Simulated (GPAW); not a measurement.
# Core-hole calculation of the Y L₃ edge in YCu (Pm-3m)

How does the Y L₃ edge of YCu (Pm-3m) move when the bonds are compressed or stretched?

Main program and level: GPAW 26.7.0; X-ray absorption from dipole matrix elements to empty bands, plane-wave PAW LDA.

### Step 1. The structure

The structure is cubic, space group Pm-3m (No. 221). The conventional cell has a = 3.458 Å, b = 3.458 Å, c = 3.458 Å, α = 90.00°, β = 90.00°, γ = 90.00°. Y has 8 Cu at 2.99 Å nearest. Nearest to Cu lie 8 Y at 2.99 Å. Farther neighbours are not listed.

Coordinates:

```
Y Cu
1.0
     3.45812    0.00000    0.00000
     0.00000    3.45812    0.00000
     0.00000    0.00000    3.45812
Y Cu
1 1
Direct
  0.00000 0.00000 0.00000
  0.50000 0.50000 0.50000
```

### Step 2. Ground state of the crystal

The ground state comes first: it tells whether the system has a gap, which decides how the excited electron is treated.

scf.py

```python
import numpy as np
from ase import Atoms
from ase.parallel import parprint, paropen
from gpaw import GPAW, PW, FermiDirac, Mixer, MixerDif, setup_paths
from gpaw.test import gen
setup_paths.insert(0, '.')
gen('Y', name='nch2p', xcname='LDA', corehole=(2, 1, 0), write_xml=True)
from gpaw.mpi import world
world.barrier()

atoms = Atoms('YCu',
    cell=[[3.45811539, 0, 0],
     [0, 3.45811539, 0],
     [0, 0, 3.45811539]],
    scaled_positions=[[0, 0, 0],
     [0.5, 0.5, 0.5]],
    pbc=True)
atoms.calc = calc = GPAW(legacy_gpaw=True, mode=PW(430), xc='LDA', setups={0: 'nch2p'},
    kpts={'size': (7, 7, 7), 'gamma': True}, occupations=FermiDirac(0.05),
    charge=0, mixer=Mixer(0.1, 5, 50), maxiter=150,
    convergence={'density': 0.0001}, txt='scf.txt')
energy = atoms.get_potential_energy() + calc.get_reference_energy()
ef = calc.get_fermi_level()
out = dict(energy=energy, fermi=ef, forces=atoms.get_forces().tolist())
parprint(f'all-electron energy {energy:.4f} eV, Fermi level {ef:.4f} eV')
ev = np.array([[calc.get_eigenvalues(k, s) for k in range(len(calc.get_ibz_k_points()))] for s in range(calc.get_number_of_spins())])
out['homo'], out['lumo'], out['counts'] = ev[ev < ef].max(), ev[ev > ef].min(), sorted(set((ev < ef).sum((0, 2)).tolist()))
out['filled'] = (ev[:, 0] < ef).sum(1).tolist()
import json
with paropen('out.json', 'w') as f:
    json.dump(out, f)
```

The run is started by

```
$ OMP_NUM_THREADS=1 mpirun -n 2 gpaw python scf.py
```

Numbers of over 12 decimals in the logs are rounded to 6 here.

The program printed:

```text
Input parameters:
  convergence: {density: 0.0001}
  kpts: {gamma: True,
         size: (7, 7, 7)}
  maxiter: 150
  mixer: {backend: pulay,
          beta: 0.1,
          method: separate,
          nmaxold: 5,
          weight: 50}
  mode: {ecut: 430.0,
         name: pw}
  occupations: {fixmagmom: False,
                name: fermi-dirac,
                width: 0.05}
  setups: {0: nch2p}

Initialize ...

[... PAW data sets ...]

Reference energy: -136938.983471  # eV

Spin-paired calculation

[... convergence settings ...]
Symmetries present (total): 48
  [... symmetry matrices ...]

343 k-points: 7 x 7 x 7 Monkhorst-Pack grid
20 k-points in the irreducible part of the Brillouin zone
       k-points in crystal coordinates                weights
   0:     0.00000000    0.00000000    0.00000000          1/343
   1:     0.14285714    0.00000000    0.00000000          6/343
   2:     0.14285714    0.14285714    0.00000000         12/343
   3:     0.14285714    0.14285714    0.14285714          8/343
   4:     0.28571429    0.00000000    0.00000000          6/343
   5:     0.28571429    0.14285714    0.00000000         24/343
   6:     0.28571429    0.14285714    0.14285714         24/343
   7:     0.28571429    0.28571429    0.00000000         12/343
   8:     0.28571429    0.28571429    0.14285714         24/343
   9:     0.28571429    0.28571429    0.28571429          8/343
          ...
  19:     0.42857143    0.42857143    0.42857143          8/343

Wave functions: Plane wave expansion
  Cutoff energy: 430.000 eV
  Number of coefficients (min, max): 820, 861
  Pulay-stress correction: 0.000000 eV/Ang^3 (de/decut=0.000000)
  Using FFTW library
  Wavefunction extrapolation:
    Improved wavefunction reuse through dual PAW basis

Occupation numbers: Fermi-Dirac:
  width: 0.0500  # eV

Eigensolver
   Davidson(niter=2)

Densities:
  Coarse grid: 18*18*18 grid
  Fine grid: 36*36*36 grid
  Total Charge: 0.000000

Density mixing:
  Method: separate
  Backend: pulay
  Linear mixing parameter: 0.1
  old densities: 5
  Width of damping distribution: 1.1
  Damping of long wavelength oscillations: 50

[... Hamiltonian set-up ...]
Number of atoms: 2
Number of atomic orbitals: 22
Number of bands in calculation: 18
Number of valence electrons: 22
Bands to converge: occupied

... initialized

Initializing position-dependent things.

Density initialized from atomic densities
Creating initial wave functions:
  18 bands from LCAO basis set

Positions:
   0 Y      0.000000    0.000000    0.000000    ( 0.0000,  0.0000,  0.0000)
   1 Cu     1.729058    1.729058    1.729058    ( 0.0000,  0.0000,  0.0000)

Unit cell:
           periodic     x           y           z      points  spacing
  1. axis:    yes    3.458115    0.000000    0.000000    18     0.1921
  2. axis:    yes    0.000000    3.458115    0.000000    18     0.1921
  3. axis:    yes    0.000000    0.000000    3.458115    18     0.1921

  Lengths:   3.458115   3.458115   3.458115
  Angles:   90.000000  90.000000  90.000000

Effective grid spacing dv^(1/3) = 0.1921

iter:   1   -12.416294
iter:   2   -10.423830   -0.74  -1.13
iter:   3   -10.354698   -2.16  -1.47
iter:   4   -10.234978   -1.89  -1.55
iter:   5   -10.244708   -2.33  -1.99
iter:   6   -10.229423   -2.85  -2.33
iter:   7   -10.227909   -3.63  -2.87
iter:   8   -10.227847c  -5.72  -3.24
iter:   9   -10.227942c  -4.64  -3.33
iter:  10   -10.228005c  -3.96  -3.12
iter:  11   -10.227801c  -4.77  -3.31
iter:  12   -10.227795c  -6.07  -4.26c
iter:  13   -10.227796c  -7.81c -4.37c

Converged after 13 iterations.

Dipole moment: (-0.000000, -0.000000, -0.000000) |e|*Ang

Energy contributions relative to reference atoms: (reference = -136938.983471)

Kinetic:        -14.771117
Potential:      +11.963290
External:        +0.000000
XC:              -7.344202
Entropy (-ST):   -0.018272
Local:           -0.066631
SIC:             +0.000000
--------------------------
Free energy:    -10.236932
Extrapolated:   -10.227796

Showing only first 2 kpts
 Kpt  Band  Eigenvalues  Occupancy
  0     9      4.39973    2.00000
  0    10      7.77700    0.00020
  0    11      7.77700    0.00020
  0    12     12.07348    0.00000

  1     9      4.41510    2.00000
  1    10      7.75819    0.00029
  1    11      7.76825    0.00024
  1    12     10.96462    0.00000

Fermi level: 7.31687

No gap
No difference between direct/indirect transitions

Forces in eV/Ang:
  0 Y    -0.00000   -0.00000   -0.00000
  1 Cu    0.00000    0.00000    0.00000
Scalar-relativistic atomic LDA calculation for Y (Yttrium, Z=39)
Core hole in 2p state (2p occupation: 6.0)
750 radial gridpoints.
|------------------------------------------------|
|------------------------------------------------|
[... the atom generator's iteration count ...]

Energy contributions:
-------------------------
Kinetic:    +3468.645094
XC:          -105.479064
Potential:  -6743.658531
-------------------------
Total:      -3380.492502

state      eigenvalue         ekin         rmax
-----------------------------------------------
1s^2.0 :  -618.543443   785.386613        0.025
2s^2.0 :   -84.799187   156.853497        0.141
2p^6.0 :   -75.594584   151.889632        0.113
3s^2.0 :   -13.512336    39.809453        0.422
3p^6.0 :   -10.520490    36.681922        0.416
3d^10.0:    -5.564517    31.548104        0.361
4s^2.0 :    -1.763072     8.054635        1.128
4p^6.0 :    -1.027192     6.241997        1.244
4d^1.0 :    -0.097195     2.169838        1.804
5s^2.0 :    -0.155371     0.952255        3.320
5p^0.0 :    -0.054980     0.500247        4.410
-----------------------------------------------
(units: Bohr and Hartree)

Generating PAW setup
Kinetic energy of the core from tauc = 3468.026130082391
Cutoffs:
rc(s)=2.510
rc(p)=2.490
rc(d)=2.430
rc(vbar)=2.450
rc(comp)=2.410
rc(nct)=2.510

Kinetic energy of the core states: 3411.009492
Charge: 0.0
Core electrons: 28.0
Valence electrons: 11.0
Pseudo-core charge: 0.003786
Shape function alpha=1.722
Pseudo-electron charge 7.472037
state    eigenvalue         norm
--------------------------------
4s(2) :    -1.763072     0.685202
5s(2) :    -0.155371     0.971849
4p(6) :    -1.027192     0.548140
5p(0) :    -0.054980     0.976393
4d(1) :    -0.097195     0.865310
*d    :     0.902805
--------------------------------

Diagonalizing with gridspacing h=0.050

state   all-electron     PAW
-------------------------------
4s:      -1.763072    -1.763529
4p:      -1.027192    -1.027856
4d:      -0.097195    -0.097523
*f:                    0.059866
-------------------------------
all-electron energy -136949.2113 eV, Fermi level 7.3169 eV
```

Elapsed: 5.4 s, on 2 MPI ranks of Arm Neoverse V2, shared host; peak memory 0.17 GiB.

The mesh shows no gap, so the system is treated as a metal and the core electron is put at the Fermi level (neutral cell).

### Step 3. Supercell without a hole, the energy reference

The photon energy needs a difference of total energies, so the cell and mesh of the coming hole run are first run without a hole.

scf.py: that of step 2 with these lines changed.

```diff
@@ -10,11 +10,17 @@
 
-atoms = Atoms('YCu',
-    cell=[[3.45811539, 0, 0],
-     [0, 3.45811539, 0],
-     [0, 0, 3.45811539]],
+atoms = Atoms('Y4Cu4',
+    cell=[[3.45811539, 3.45811539, 3.45811539],
+     [-3.45811539, 3.45811539, -3.45811539],
+     [-3.45811539, -3.45811539, 3.45811539]],
     scaled_positions=[[0, 0, 0],
-     [0.5, 0.5, 0.5]],
+     [0, 0.5, 0.5],
+     [0.5, 0, 0.5],
+     [0.5, 0.5, 0],
+     [0.5, 0, 0],
+     [0.5, 0.5, 0.5],
+     [0, 0, 0.5],
+     [0, 0.5, 0]],
     pbc=True)
 atoms.calc = calc = GPAW(legacy_gpaw=True, mode=PW(430), xc='LDA', setups={0: 'nch2p'},
-    kpts={'size': (7, 7, 7), 'gamma': True}, occupations=FermiDirac(0.05),
+    kpts={'size': (5, 5, 5), 'gamma': True}, occupations=FermiDirac(0.1),
     charge=0, mixer=Mixer(0.1, 5, 50), maxiter=150,
```

The program printed:

```text
Input parameters:
  convergence: {density: 0.0001}
  kpts: {gamma: True,
         size: (5, 5, 5)}
  maxiter: 150
  mixer: {backend: pulay,
          beta: 0.1,
          method: separate,
          nmaxold: 5,
          weight: 50}
  mode: {ecut: 430.0,
         name: pw}
  occupations: {fixmagmom: False,
                name: fermi-dirac,
                width: 0.1}
  setups: {0: nch2p}

Initialize ...

[...]
5s(2) :    -0.155371     0.971849
4p(6) :    -1.027192     0.548140
5p(0) :    -0.054980     0.976393
4d(1) :    -0.097195     0.865310
*d    :     0.902805
--------------------------------

Diagonalizing with gridspacing h=0.050

state   all-electron     PAW
-------------------------------
4s:      -1.763072    -1.763529
4p:      -1.027192    -1.027856
4d:      -0.097195    -0.097523
*f:                    0.059866
-------------------------------
all-electron energy -547796.9671 eV, Fermi level 7.2904 eV
[key lines of the parts left out:]
Converged after 16 iterations.
Dipole moment: (0.000000, 0.000000, 0.000000) |e|*Ang
Free energy:    -41.120037
Fermi level: 7.29037
```

It took 27 s on 2 MPI ranks; peak memory 0.26 GiB.

Reference energy: -547796.967 eV with the cores included.

(Continued in part 2 of 3.)

[Banner, clock and machine lines of the logs are left out without a mark of their own.]

[Logs are printed without paths, hosts, clocks, repeated set-up lines and the standing remarks that a program may print on its own settings, such as how far it seeks lower states.]

[Hosts, paths, dates, database ids (printed as entryN), source tags and the programs' standing remarks are cut or masked in the printed files.]

[Lists of maxima count a maximum above −3 eV only where it reaches 4 % of the highest in the window and stands out from its surroundings by 2 % of it (1.5 % where it reaches 55 %); shoulders and weaker maxima are passed over, and of the rest the first, up to two pre-edge ones and the few strongest are named.]
